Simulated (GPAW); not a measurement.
# NaWO3: moments or none

Aim: find out whether NaWO3 carries moments when they start parallel, and what they gain.

Calculated with GPAW 26.7.0; LDA; plane waves with GPAW's PAW setups, scalar-relativistic.

The database entry behind the starting cell is an old determination (1949), so it need not match the best structure at ambient conditions.

### Step 1. The structure

The structure is cubic, space group Pm-3m (No. 221). The conventional cell has a = 3.860 Å, b = 3.860 Å, c = 3.860 Å, α = 90.00°, β = 90.00°, γ = 90.00°. Nearest to Na lie 12 O at 2.73 Å. W has 6 O at 1.93 Å nearest. O has 2 W at 1.93 Å and 4 Na at 2.73 Å nearest. Farther neighbours and most contacts between anions are not listed.

### Step 2. Order 1, typed as ferro +

Parallel moments need no larger cell; this start tests for a ferromagnetic state only.

order1.py reads:

```python
import json
import numpy as np
from ase import Atoms
from ase.parallel import paropen, parprint
from gpaw import GPAW

atoms = Atoms(['Na', 'W', 'O', 'O', 'O'],
    cell=[[3.86, 0.0, 0.0],
         [0.0, 3.86, 0.0],
         [0.0, 0.0, 3.86]],
    scaled_positions=[[0.0, 0.0, 0.0],
         [0.5, 0.5, 0.5],
         [0.5, 0.5, 0.0],
         [0.0, 0.5, 0.5],
         [0.5, 0.0, 0.5]],
    pbc=True,
    magmoms=[0.0, 1.0, 0.0, 0.0, 0.0])
atoms.calc = GPAW(mode={'name': 'pw', 'ecut': 700},
    xc='LDA',
    kpts={'size': (6, 6, 6), 'gamma': True},
    occupations={'name': 'fermi-dirac', 'width': 0.05},
    convergence={'density': 1e-05, 'energy': 1e-05},
    maxiter=200,
    symmetry={'tolerance': 1e-4},
    txt='order1.txt')
e = atoms.get_potential_energy(force_consistent=True)
res = {'free_energy': e, 'energy_sigma0': atoms.get_potential_energy(), 'fermi_energy': atoms.calc.get_fermi_level()}
res['moments'] = atoms.get_magnetic_moments().tolist()
res['total'] = atoms.get_magnetic_moment()
parprint('site moments (muB):', np.round(res['moments'], 3))
parprint(f"total moment: {res['total']:.3f} muB")
parprint(f'free energy: {e:.6f} eV')
atoms.calc.write('order1.gpw')
with paropen('results.json', 'w') as f:
    json.dump(res, f)
```

Command:

```sh
$ OMP_NUM_THREADS=1 mpirun -n 4 gpaw python order1.py > order1.log
```

Numbers of over 12 decimals in the logs are rounded to 6 here.

Log:

```text
site moments (muB): [0. 0. 0. 0. 0.]
total moment: 0.000 muB
free energy: -43.374816 eV

--- order1.txt ---
Input parameters:
  mode=PW(ecut=700),
  convergence={'density': 1e-05, 'energy': 1e-05},
  kpts=MonkhorstPack(size=(6, 6, 6), gamma=True),
  maxiter=200,
  occupations=Occupations(name='fermi-dirac', width=0.05),
  symmetry=Symmetry(tolerance=0.0001),
  xc=XC(name='LDA')

Diagonalizing LCAO Hamiltonian
Converting LCAO to pw mode
   .--------.
  /|        |
 * |        |
 | |        |
 |O|  W     |
 | .-O------.
 |/   O    /
 Na-------*

Atoms  # Å, Bohr magnetons
|   | symbol |        x |        y |        z |    initial magnetic moments |
|---|--------|----------|----------|----------|-----------------------------|
| 0 |     Na | 0.000000 | 0.000000 | 0.000000 | ( 0.0000,  0.0000,  0.0000) |
| 1 |      W | 1.930000 | 1.930000 | 1.930000 | ( 0.0000,  0.0000,  1.0000) |
| 2 |      O | 1.930000 | 1.930000 | 0.000000 | ( 0.0000,  0.0000,  0.0000) |
| 3 |      O | 0.000000 | 1.930000 | 1.930000 | ( 0.0000,  0.0000,  0.0000) |
| 4 |      O | 1.930000 | 0.000000 | 1.930000 | ( 0.0000,  0.0000,  0.0000) |

Unit cell  # Å
| periodic |        x |        y |        z |  lengths |    angles |
|----------|----------|----------|----------|----------|-----------|
|      yes | 3.860000 | 0.000000 | 0.000000 | 3.860000 | 90.000000 |
|      yes | 0.000000 | 3.860000 | 0.000000 | 3.860000 | 90.000000 |
|      yes | 0.000000 | 0.000000 | 3.860000 | 3.860000 | 90.000000 |

Number of symmetries: 48

BZ-sampling:
  Number of BZ points: 216
  Number of IBZ points: 20

  Monkhorst-Pack size: [6, 6, 6]
  Monkhorst-Pack shift: [0.083333, 0.083333, 0.083333]

K-points  # in reciprocal-cell coordinates
|     |                                coordinates |     weight |
|-----|--------------------------------------------|------------|
|   0 | (  0.00000000,   0.00000000,   0.00000000) | 0.00462963 |
|   1 | (  0.16666667,   0.00000000,   0.00000000) | 0.02777778 |
|   2 | (  0.16666667,   0.16666667,   0.00000000) | 0.05555556 |
|   3 | (  0.16666667,   0.16666667,   0.16666667) | 0.03703704 |
|   4 | (  0.33333333,   0.00000000,   0.00000000) | 0.02777778 |
|   5 | (  0.33333333,   0.16666667,   0.00000000) | 0.11111111 |
|   6 | (  0.33333333,   0.16666667,   0.16666667) | 0.11111111 |
|   7 | (  0.33333333,   0.33333333,   0.00000000) | 0.05555556 |
|   8 | (  0.33333333,   0.33333333,   0.16666667) | 0.11111111 |
|   9 | (  0.33333333,   0.33333333,   0.33333333) | 0.03703704 |
| ... |                                            |            |
|  19 | (  0.50000000,   0.50000000,   0.50000000) | 0.00462963 |

Plane wave coefficients: 2469
Cutoff: 700.0 eV

Spin-components: 2 (collinear spins)
Bands:           28
Projectors:      26
Spin-degeneracy: 1
Datatype:        complex128

Parallelization:
  kpt:    4
  domain: 1
  band:   1

Density:
  Valence electrons: 39.0
  Components: 2
  Grid points: [24 24 24]
  Charge: 0.0  # |e|

Potential:
  Grid points: [24 24 24]

species:
  Na:
    name:    Sodium
    Z:       11.0
    valence: 7
    core:    4
    charge:  0.0  # [|e|]
    compensation charges:
      type: gauss
      rc: 0.37  # [Å]
      lmax: 2
    cutoffs:
      filter: 2.17  # [Å]
      core: 2.59  # [Å]
    projectors
    | kind |    occ | energy [eV] | rcut [Å] |
    |------|--------|-------------|----------|
    |   3s |  1.000 |      -2.819 |    1.201 |
    |   2p |  6.000 |     -28.826 |    1.217 |
    |   3p |  0.000 |      -0.774 |    1.217 |
    |    s |        |      24.392 |    1.201 |
    |    d |        |       0.000 |    1.238 |

    Using partial waves for Na as LCAO basis

  W:
    name:    Tungsten
    Z:       74.0
    valence: 14
    core:    60
    charge:  0.0  # [|e|]
    compensation charges:
      type: gauss
      rc: 0.40  # [Å]
      lmax: 2
    cutoffs:
      filter: 2.36  # [Å]
      core: 3.02  # [Å]
    projectors
    | kind |    occ | energy [eV] | rcut [Å] |
    |------|--------|-------------|----------|
    |   5s |  2.000 |     -79.053 |    1.344 |
    |   6s |  2.000 |      -5.886 |    1.344 |
    |   5p |  6.000 |     -43.417 |    1.355 |
    |   6p |  0.000 |      -1.469 |    1.355 |
    |   5d |  4.000 |      -4.693 |    1.228 |
    |    d |        |      22.518 |    1.228 |

    Using partial waves for W as LCAO basis

  O:
    name:    Oxygen
    Z:       8.0
    valence: 6
    core:    2
    charge:  0.0  # [|e|]
    compensation charges:
      type: gauss
      rc: 0.21  # [Å]
      lmax: 2
    cutoffs:
      filter: 1.17  # [Å]
      core: 0.83  # [Å]
    projectors
    | kind |    occ | energy [eV] | rcut [Å] |
    |------|--------|-------------|----------|
    |   2s |  2.000 |     -23.752 |    0.688 |
    |   2p |  4.000 |      -9.195 |    0.598 |
    |    s |        |       3.459 |    0.688 |
    |    p |        |      18.016 |    0.598 |
    |    d |        |       0.000 |    0.619 |

    Using partial waves for O as LCAO basis

Reference energy: -448998.538963  # eV

eigensolver:
  PPCG
  Converge bands: occupied
  niter=2

density mixing:
  MSR1-Mixer
  Pratt-step length: 0.05
  Maximum mixing coefficient: 0.75
  Old densities: 10
  SVD Regularization: 0.005
  Good broyden scale: 1.0
  Trust region scale: 1.0
  Backstep threshold: 4.0
  History deletion threshold: 6.0
  Fourier metric: weight=20.0, sigma=0.015

occupation numbers:
  Fermi-Dirac:
    width: 0.0500  # eV

poisson solver:
  ecut: 5600.0  # eV

xc functional:
  name: None

convergence criteria:
- Maximum integral of absolute [dens]ity change: 1e-05 electrons / valence electron
- Maximum [total energy] change in last 3 cyles: 1e-05 eV / valence electron
- Maximum integral of absolute [eigenst]ate change: 4e-08 eV^2 / valence electron
maximum number of iterations: 200

SCF iterations
|iter     |      energy | eigst |  dens |  magmom |
|---------|-------------|-------|-------|---------|
|iter:   1|       0s |  -48.015756 | -0.02 |       |  +1.0019|
|iter:   2|       1s |  -46.633638 | -1.79 | -0.84 |  +0.9646|
|iter:   3|       2s |  -43.427937 | -0.71 | -0.89 |  +0.5869|
|iter:   4|       3s |  -43.373500 | -2.54 | -1.45 |  +0.4231|
|iter:   5|       4s |  -43.365916 | -3.23 | -1.66 |  +0.1724|
|iter:   6|       5s |  -43.367202 | -4.35 | -2.28 |  +0.1011|
|iter:   7|       5s |  -43.368067 | -4.98 | -2.64 |  +0.0289|
|iter:   8|       6s |  -43.368143 | -5.92 | -3.15 |  +0.0084|
|iter:   9|       7s |  -43.368151c| -6.73 | -3.65 |  +0.0003|
|iter:  10|       8s |  -43.368151c| -7.74c| -4.67 |  +0.0001|
|iter:  11|       8s |  -43.368151c| -8.55c| -5.36c|  +0.0000|

Converged in 11 steps
Energy contributions relative to reference atoms: (reference = -448998.538963)

Energy contributions:
  Kinetic:          36.061018
  Coulomb:         -41.018224
  Zero:              0.481435
  External:          0.000000
  Xc:              -38.885716
  Entropy:          -0.013330
  Spinorbit:         0.000000
  ----------------------------
  Free energy:     -43.374816
  Extrapolated:    -43.368151

dipole moment: (-14.426241, -14.426241, -14.426241)  # |e|*Ang

Total magnetic moment: (0.000000, 0.000000, 0.000020)

Local magnetic moments
|        x |        y |        z |
|----------|----------|----------|
| 0.000000 | 0.000000 | 0.000000 |  # Na   0
| 0.000000 | 0.000000 | 0.000004 |  # W    1
| 0.000000 | 0.000000 | 0.000004 |  # O    2
| 0.000000 | 0.000000 | 0.000004 |  # O    3
| 0.000000 | 0.000000 | 0.000004 |  # O    4

Fermi level: 7.166
Eigenvalues  # (at kpt = [0.000, 0.000, 0.000])
| band index |      eig [eV] | occ [0-1] |      eig [eV] | occ [0-1] |
|------------|---------------|-----------|---------------|-----------|
|          0 |       -68.693 |     1.000 |       -68.693 |     1.000 |
|        ... |               |           |               |           |
|         14 |         3.138 |     1.000 |         3.138 |     1.000 |
|         15 |         3.138 |     1.000 |         3.138 |     1.000 |
|         16 |         3.450 |     1.000 |         3.450 |     1.000 |
|         17 |         3.450 |     1.000 |         3.450 |     1.000 |
|         18 |         3.450 |     1.000 |         3.450 |     1.000 |
|         19 |         5.679 |     1.000 |         5.679 |     1.000 |
|         20 |         5.679 |     1.000 |         5.679 |     1.000 |
|         21 |         5.679 |     1.000 |         5.679 |     1.000 |
|         22 |         9.334 |     0.000 |         9.334 |     0.000 |
|         23 |        10.643 |     0.000 |        10.643 |     0.000 |
|         24 |        10.643 |     0.000 |        10.643 |     0.000 |
|         25 |        15.518 |     0.000 |        15.518 |     0.000 |
|         26 |        15.518 |     0.000 |        15.518 |     0.000 |
|         27 |        18.200 |     0.000 |        18.200 |     0.000 |

No gap
No difference between direct/indirect transitions
```

Elapsed: 13 s, on 4 MPI ranks of Arm Neoverse V2, shared host; peak memory 0.82 GiB.

The spin moment in the augmentation sphere vanishes on all atoms.

This step gave:

| Item | Value |
| --- | --- |
| final state | non-magnetic |

After 11 cycles the seed has died away: no moment is left.

### Step 3. Order 2, typed as no spin polarisation

This run holds no moments, which gives a state to set the others against.

nospin.py reads:

```python
import json
import numpy as np
from ase import Atoms
from ase.parallel import paropen, parprint
from gpaw import GPAW

atoms = Atoms(['Na', 'W', 'O', 'O', 'O'],
    cell=[[3.86, 0.0, 0.0],
         [0.0, 3.86, 0.0],
         [0.0, 0.0, 3.86]],
    scaled_positions=[[0.0, 0.0, 0.0],
         [0.5, 0.5, 0.5],
         [0.5, 0.5, 0.0],
         [0.0, 0.5, 0.5],
         [0.5, 0.0, 0.5]],
    pbc=True)
atoms.calc = GPAW(mode={'name': 'pw', 'ecut': 700},
    xc='LDA',
    kpts={'size': (6, 6, 6), 'gamma': True},
    occupations={'name': 'fermi-dirac', 'width': 0.05},
    convergence={'density': 1e-05, 'energy': 1e-05},
    maxiter=200,
    symmetry={'tolerance': 1e-4},
    txt='nospin.txt')
e = atoms.get_potential_energy(force_consistent=True)
res = {'free_energy': e, 'energy_sigma0': atoms.get_potential_energy(), 'fermi_energy': atoms.calc.get_fermi_level()}
parprint(f'free energy: {e:.6f} eV')
atoms.calc.write('nospin.gpw')
with paropen('results.json', 'w') as f:
    json.dump(res, f)
```

Command:

```sh
$ OMP_NUM_THREADS=1 mpirun -n 4 gpaw python nospin.py > nospin.log
```

Log:

```text
free energy: -43.374816 eV

--- nospin.txt ---
Input parameters:
  mode=PW(ecut=700),
  convergence={'density': 1e-05, 'energy': 1e-05},
  kpts=MonkhorstPack(size=(6, 6, 6), gamma=True),
  maxiter=200,
  occupations=Occupations(name='fermi-dirac', width=0.05),
  symmetry=Symmetry(tolerance=0.0001),
  xc=XC(name='LDA')

Diagonalizing LCAO Hamiltonian
Converting LCAO to pw mode
   .--------.
  /|        |
 * |        |
 | |        |
 |O|  W     |
 | .-O------.
 |/   O    /
 Na-------*

Atoms  # Å, Bohr magnetons
|   | symbol |        x |        y |        z |    initial magnetic moments |
|---|--------|----------|----------|----------|-----------------------------|
| 0 |     Na | 0.000000 | 0.000000 | 0.000000 | ( 0.0000,  0.0000,  0.0000) |
| 1 |      W | 1.930000 | 1.930000 | 1.930000 | ( 0.0000,  0.0000,  0.0000) |
| 2 |      O | 1.930000 | 1.930000 | 0.000000 | ( 0.0000,  0.0000,  0.0000) |
| 3 |      O | 0.000000 | 1.930000 | 1.930000 | ( 0.0000,  0.0000,  0.0000) |
| 4 |      O | 1.930000 | 0.000000 | 1.930000 | ( 0.0000,  0.0000,  0.0000) |

Unit cell  # Å
| periodic |        x |        y |        z |  lengths |    angles |
|----------|----------|----------|----------|----------|-----------|
|      yes | 3.860000 | 0.000000 | 0.000000 | 3.860000 | 90.000000 |
|      yes | 0.000000 | 3.860000 | 0.000000 | 3.860000 | 90.000000 |
|      yes | 0.000000 | 0.000000 | 3.860000 | 3.860000 | 90.000000 |

Number of symmetries: 48

BZ-sampling:
  Number of BZ points: 216
  Number of IBZ points: 20

  Monkhorst-Pack size: [6, 6, 6]
  Monkhorst-Pack shift: [0.083333, 0.083333, 0.083333]

Plane wave coefficients: 2469
Cutoff: 700.0 eV

Spin-components: 1 (collinear spins)
Bands:           28
Projectors:      26
Spin-degeneracy: 2
Datatype:        complex128

Parallelization:
  kpt:    4
  domain: 1
  band:   1

Density:
  Valence electrons: 39.0
  Components: 1
  Grid points: [24 24 24]
  Charge: 0.0  # |e|

Potential:
  Grid points: [24 24 24]

[... setups left out ...]
Reference energy: -448998.538963  # eV

eigensolver:
  PPCG
  Converge bands: occupied
  niter=2

density mixing:
  MSR1-Mixer
  Pratt-step length: 0.05
  Maximum mixing coefficient: 0.75
  Old densities: 10
  SVD Regularization: 0.005
  Good broyden scale: 1.0
  Trust region scale: 1.0
  Backstep threshold: 4.0
  History deletion threshold: 6.0
  Fourier metric: weight=20.0, sigma=0.015

occupation numbers:
  Fermi-Dirac:
    width: 0.0500  # eV

poisson solver:
  ecut: 5600.0  # eV

xc functional:
  name: None

convergence criteria:
- Maximum integral of absolute [dens]ity change: 1e-05 electrons / valence electron
- Maximum [total energy] change in last 3 cyles: 1e-05 eV / valence electron
- Maximum integral of absolute [eigenst]ate change: 4e-08 eV^2 / valence electron
maximum number of iterations: 200

SCF iterations
|iter     |      energy | eigst |  dens |
|---------|-------------|-------|-------|
|iter:   1|       0s |  -48.076085 | -0.01 |       |
|iter:   2|       0s |  -46.692218 | -1.79 | -0.90 |
|iter:   3|       0s |  -43.454037 | -0.71 | -0.96 |
|iter:   4|       1s |  -43.387686 | -2.56 | -1.62 |
|iter:   5|       1s |  -43.368489 | -3.26 | -1.84 |
|iter:   6|       2s |  -43.368147 | -4.46 | -2.61 |
|iter:   7|       2s |  -43.368152c| -5.83 | -3.22 |
|iter:   8|       3s |  -43.368151c| -7.26 | -4.16 |
|iter:   9|       3s |  -43.368151c| -7.60c| -4.77 |
|iter:  10|       3s |  -43.368151c| -8.29c| -5.52c|

Converged in 10 steps
Energy contributions relative to reference atoms: (reference = -448998.538963)

Energy contributions:
  Kinetic:          36.061758
  Coulomb:         -41.019033
  Zero:              0.481464
  External:          0.000000
  Xc:              -38.885676
  Entropy:          -0.013330
  Spinorbit:         0.000000
  ----------------------------
  Free energy:     -43.374816
  Extrapolated:    -43.368151

dipole moment: (-14.426242, -14.426242, -14.426242)  # |e|*Ang

Fermi level: 7.166
Eigenvalues  # (at kpt = [0.000, 0.000, 0.000])
| band index |      eig [eV] | occ [0-2] |
|------------|---------------|-----------|
|          0 |       -68.693 |     2.000 |
|        ... |               |           |
|         14 |         3.138 |     2.000 |
|         15 |         3.138 |     2.000 |
|         16 |         3.450 |     2.000 |
|         17 |         3.450 |     2.000 |
|         18 |         3.450 |     2.000 |
|         19 |         5.679 |     2.000 |
|         20 |         5.679 |     2.000 |
|         21 |         5.679 |     2.000 |
|         22 |         9.334 |     0.000 |
|         23 |        10.643 |     0.000 |
|         24 |        10.643 |     0.000 |
|         25 |        15.518 |     0.000 |
|         26 |        15.518 |     0.000 |
|         27 |        18.200 |     0.000 |

No gap
No difference between direct/indirect transitions
```

Run time: 7 s. Hardware: 4 MPI ranks; peak memory 0.77 GiB; 28 s of CPU time.

This step gave:

| Property | Result |
| --- | --- |
| final state | non-magnetic (no spin polarisation) |

It ends in the same state without moments as the first start; the 1.2e-6 meV between them is numerical noise.

### Step 4. The states side by side

These are free energies at a smearing of 0.05 eV, so its entropy term is in the differences. They are divided by the number of seeded atoms, so that cells of unlike size compare.

Orders:

```
               start   final state  typed order kept  energy over the lowest (meV a seeded atom)  largest site moment (μB)  net moment (μB a primitive cell)  mesh matched  CPU time (s)
             ferro +  non-magnetic                no                                           0                         0                                 0           yes         50.82
no spin polarisation  non-magnetic                 -                                           0                         0                                 0           yes         27.75
```

### Step 5. Results

```
lower run           : without moments
largest site moment : 0 μB
```

**Reading.** The lowest state carries no moment above 0.15 μB, and no start kept one. No antiferromagnetic order was tried, so the session says nothing on how the moments order.

[Logs and program files are shortened in this print: banners, set-up blocks, solver, clock and traceback lines can be left out without a mark of their own.]

[Logs are printed without paths, hosts, clocks, repeated set-up lines and the standing remarks that a program may print on its own settings, such as how far it seeks lower states.]

[Hosts, paths, dates, database ids (printed as entryN), source tags and the programs' standing remarks are cut or masked in the printed files.]

[Where a cell is said to come from a database of computed structures, the database is the Materials Project.]
